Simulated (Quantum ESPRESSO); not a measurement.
## KF (Carobbiite): the LO frequency by hand

How high does the longitudinal optical mode of KF (Carobbiite) lie, given the transverse one, the Born charge and ε∞?

Calculated with Quantum ESPRESSO 7.5; DFT LDA, scalar-relativistic, plane waves, PseudoDojo norm-conserving pseudopotentials.

### Step 1. The relaxed structure

It takes space group Fm-3m (No. 225, cubic). Conventional cell: a = 5.158 Å, b = 5.158 Å, c = 5.158 Å, α = 90.00°, β = 90.00°, γ = 90.00°. K has 6 F at 2.58 Å nearest. Nearest to F lie 6 K at 2.58 Å. Farther neighbours and most contacts between anions are not listed.

Coordinates:

```cif
data_structure
_symmetry_space_group_name_H-M 'Fm-3m'
_symmetry_Int_Tables_number 225
_cell_length_a 5.1583
_cell_length_b 5.1583
_cell_length_c 5.1583
_cell_angle_alpha 90.000
_cell_angle_beta 90.000
_cell_angle_gamma 90.000
_cell_volume 137.25
loop_
_atom_site_label
_atom_site_type_symbol
_atom_site_symmetry_multiplicity
_atom_site_Wyckoff_symbol
_atom_site_fract_x
_atom_site_fract_y
_atom_site_fract_z
_atom_site_occupancy
K1 K 4 a 0.00000 0.00000 0.00000 1
F1 F 4 b 0.00000 0.50000 0.00000 1
```

This is the cell after its relaxation at this level of theory, not the database cell from which that began.

### Step 2. What the response run gave

A linear-response run on the relaxed cell, with the response to an electric field; only its zone-centre results are used. Cutoff 92 Ry, k mesh 8×8×8.

Log:

```text
[banners, grids, parts of the stress and lines that vanish by symmetry left out]
Program PHONON v.7.5
     Reading xml data from directory:

[...]
Exchange-correlation= PW
                           (   1   4   0   0   0   0   0)
[...]
(   8 q-points):
[...]
kinetic-energy cut-off    =      92.0000  Ry
     charge density cut-off    =     368.0000  Ry
     convergence threshold     =      1.0E-18
[...]
Exchange-correlation= PW
                           (   1   4   0   0   0   0   0)
[...]
q = (   0.0000000   0.0000000   0.0000000 )
     49 Sym.Ops. (with q -> -q+G )
     G cutoff =  885.7127  (  27581 G-vectors)     FFT grid: ( 45, 45, 45)
     number of k points=    29
[...]
Mode symmetry, O_h (m-3m)  point group:
[...]
Dielectric constant
[...]
End of electric fields calculation
          Dielectric constant in cartesian axis
          (       2.095339935       0.000000000       0.000000000 )
          (       0.000000000       2.095339935       0.000000000 )
          (       0.000000000      -0.000000000       2.095339935 )
          Effective charges (d Force / dE) in cartesian axis without acoustic sum rule applied (asr)
           atom    1  K     Mean Z*:        1.15083
      Ex  (        1.15083       -0.00000       -0.00000 )
      Ey  (        0.00000        1.15083        0.00000 )
      Ez  (       -0.00000        0.00000        1.15083 )
           atom    2  F     Mean Z*:       -1.15090
      Ex  (       -1.15090       -0.00000        0.00000 )
      Ey  (        0.00000       -1.15090        0.00000 )
      Ez  (       -0.00000        0.00000       -1.15090 )
          Effective charges Sum: Mean:       -0.00007
[...]
Effective charges (d Force / dE) in cartesian axis with asr applied:
           atom    1  K     Mean Z*:        1.15086
[...]
atom    2  F     Mean Z*:       -1.15086
[...]
Representation #   1 modes #   1   2   3
[...]
End of self-consistent calculation
     Convergence has been achieved
     Representation #   2 modes #   4   5   6
[...]
End of self-consistent calculation
     Convergence has been achieved
[...]
Dielectric constant in cartesian axis
          (       2.095339935       0.000000000       0.000000000 )
          (       0.000000000       2.095339935       0.000000000 )
          (       0.000000000      -0.000000000       2.095339935 )
          Effective charges (d Force / dE) in cartesian axis without acoustic sum rule applied (asr)
           atom    1  K     Mean Z*:        1.15083
[...]
Mode symmetry, C_s (m)     point group:
[...]
q = (    0.750000000  -0.250000000   0.750000000 )
[...]
Mode symmetry, C_s (m)     point group:
     freq (   1-   1) =        107.4  [cm-1]   --> A''
     freq (   2-   2) =        139.5  [cm-1]   --> A'
     freq (   3-   3) =        168.4  [cm-1]   --> A'
     freq (   4-   4) =        207.9  [cm-1]   --> A''
     freq (   5-   5) =        216.1  [cm-1]   --> A'
     freq (   6-   6) =        248.8  [cm-1]   --> A'
[...]
Mode symmetry, C_2v (mm2)  point group:
[...]
q = (    0.500000000   0.000000000   0.500000000 )
[...]
Mode symmetry, C_2v (mm2)  point group:
     freq (   1-   1) =        106.4  [cm-1]   --> B_2  D_4  S_4
     freq (   2-   2) =        129.2  [cm-1]   --> B_1  D_3  S_3
     freq (   3-   3) =        179.3  [cm-1]   --> A_1  D_1  S_1
     freq (   4-   4) =        193.0  [cm-1]   --> B_1  D_3  S_3
     freq (   5-   5) =        220.0  [cm-1]   --> B_2  D_4  S_4
     freq (   6-   6) =        268.3  [cm-1]   --> A_1  D_1  S_1
[...]
Mode symmetry, D_4h(4/mmm) point group:
[...]
Convergence has been achieved
[...]
Convergence has been achieved
[...]
Convergence has been achieved
[...]
Convergence has been achieved
[...]
q = (    0.000000000  -1.000000000   0.000000000 )
[...]
freq (    5) =       6.543013 [THz] =     218.251410 [cm-1]
     freq (    6) =       6.843043 [THz] =     228.259337 [cm-1]
[...]
Mode symmetry, D_4h(4/mmm) point group:
     freq (   1-   2) =         87.2  [cm-1]   --> E_u  X_5' M_5'
     freq (   3-   3) =        170.2  [cm-1]   --> A_2u X_4' M_4'
     freq (   4-   5) =        218.3  [cm-1]   --> E_u  X_5' M_5'
     freq (   6-   6) =        228.3  [cm-1]   --> A_2u X_4' M_4'
[...]
Mode symmetry, D_2d (-42m) point group:
[...]
Representation #   1 mode #   1
[...]
Convergence has been achieved
     Representation #   2 mode #   2
[...]
Convergence has been achieved
     Representation #   3 modes #   3   4
[...]
End of self-consistent calculation
     Convergence has been achieved
     Representation #   4 modes #   5   6
[...]
End of self-consistent calculation
     Convergence has been achieved
[...]
q = (   -0.500000000  -1.000000000   0.000000000 )
[...]
freq (    1) =       4.073127 [THz] =     135.864876 [cm-1]
     freq (    2) =       4.073127 [THz] =     135.864876 [cm-1]
     freq (    3) =       4.549558 [THz] =     151.756934 [cm-1]
     freq (    4) =       6.450284 [THz] =     215.158301 [cm-1]
     freq (    5) =       6.707104 [THz] =     223.724924 [cm-1]
     freq (    6) =       6.707104 [THz] =     223.724924 [cm-1]
[...]
Mode symmetry, D_2d (-42m) point group:
     freq (   1-   2) =        135.9  [cm-1]   --> E    X_5  W_3
     freq (   3-   3) =        151.8  [cm-1]   --> B_2  X_3  W_2
     freq (   4-   4) =        215.2  [cm-1]   --> A_1  X_1  W_1
     freq (   5-   6) =        223.7  [cm-1]   --> E    X_5  W_3

   JOB DONE.
```

```csv
quantity,value
cell volume Ω (Å³),34.312
mass of K (u),39.098
mass of F (u),18.998
"Born charge of K, raw (e)",1.151
"Born charge of F, raw (e)",-1.151
ε∞,2.095
ω(TO) after the sum rule (cm⁻¹),211.0
```

### Step 3. The calculation

The charges must sum to zero over the cell; taking off their mean, 0.000 e, leaves Z* = 1.151 e on K. In the polar mode K moves against F, so the reduced mass is μ = 39.10 × 19.00 / 58.10 = 12.786 u.

A longitudinal wave builds up a field that adds to the restoring force: ω(LO)² = ω(TO)² + 4π Z*² / (μ Ω ε∞), in Hartree atomic units. With μ = 23307 electron masses and Ω = 231.55 bohr³ the second term is 1.4719e-06 Ha², or 70899 cm⁻² (1 Ha = 219474.6 cm⁻¹).

So ω(LO) = √(44521 + 70899) = 339.7 cm⁻¹, and by the Lyddane-Sachs-Teller relation ε₀ = ε∞ (ω(LO)/ω(TO))² = 5.43.

### Step 4. Check against the program

The analysis program adds the same non-analytic term to the full matrix, here for q along (1 0 0).

Log:

```text
[banner, memory and clock lines left out]
Program DYNMAT v.7.5

     Reading Dynamical Matrix from file x.dyn1
     ...Force constants read
     ...epsilon and Z* read

     Polarizability (A^3 units)
     multiply by 0.732540 for Clausius-Mossotti correction
         2.990816    0.000000    0.000000
         0.000000    2.990816   -0.000000
         0.000000    0.000000    2.990816

     IR activities are in (D/A)^2/amu units

# mode   [cm-1]    [THz]      IR
    1     -0.00   -0.0000    0.0000
    2      0.00    0.0000    0.0000
    3      0.00    0.0000    0.0000
    4    211.00    6.3255    2.3900
    5    211.00    6.3255    2.3900
    6    339.73   10.1849    2.3900
```

ε₀ comes from the program's run without a direction of q.

```csv
quantity,by hand,program
ω(LO) (cm⁻¹),339.7,339.7
ε₀,5.43,5.43
```

### Step 5. Results

```yaml
to_mode: 211 cm⁻¹
lo_mode: 339.7 cm⁻¹
static_dielectric_constant: 5.432
```

**Reading.** The LO mode of KF (Carobbiite) lies at 340 cm⁻¹, 129 cm⁻¹ above the TO mode; the formula meets the program within 0.1 cm⁻¹, as it must for a cubic crystal with one polar mode. ω(LO)² − ω(TO)² goes with Z*²/ε∞: an error of 5 % in ε∞ would move the LO mode by 5.0 cm⁻¹, and semilocal functionals tend to overestimate ε∞. These are harmonic values at zero temperature, at the volume of this functional, for the structure held cubic; stability elsewhere in the zone is no part of this calculation.

[Host names and launcher messages were left out of these logs when they were recorded.]

[Logs are printed without paths, hosts, clocks, repeated set-up lines and the standing remarks that a program may print on its own settings, such as how far it seeks lower states.]

[Hosts, paths, dates, database ids (printed as entryN), source tags and the programs' standing remarks are cut or masked in the printed files.]
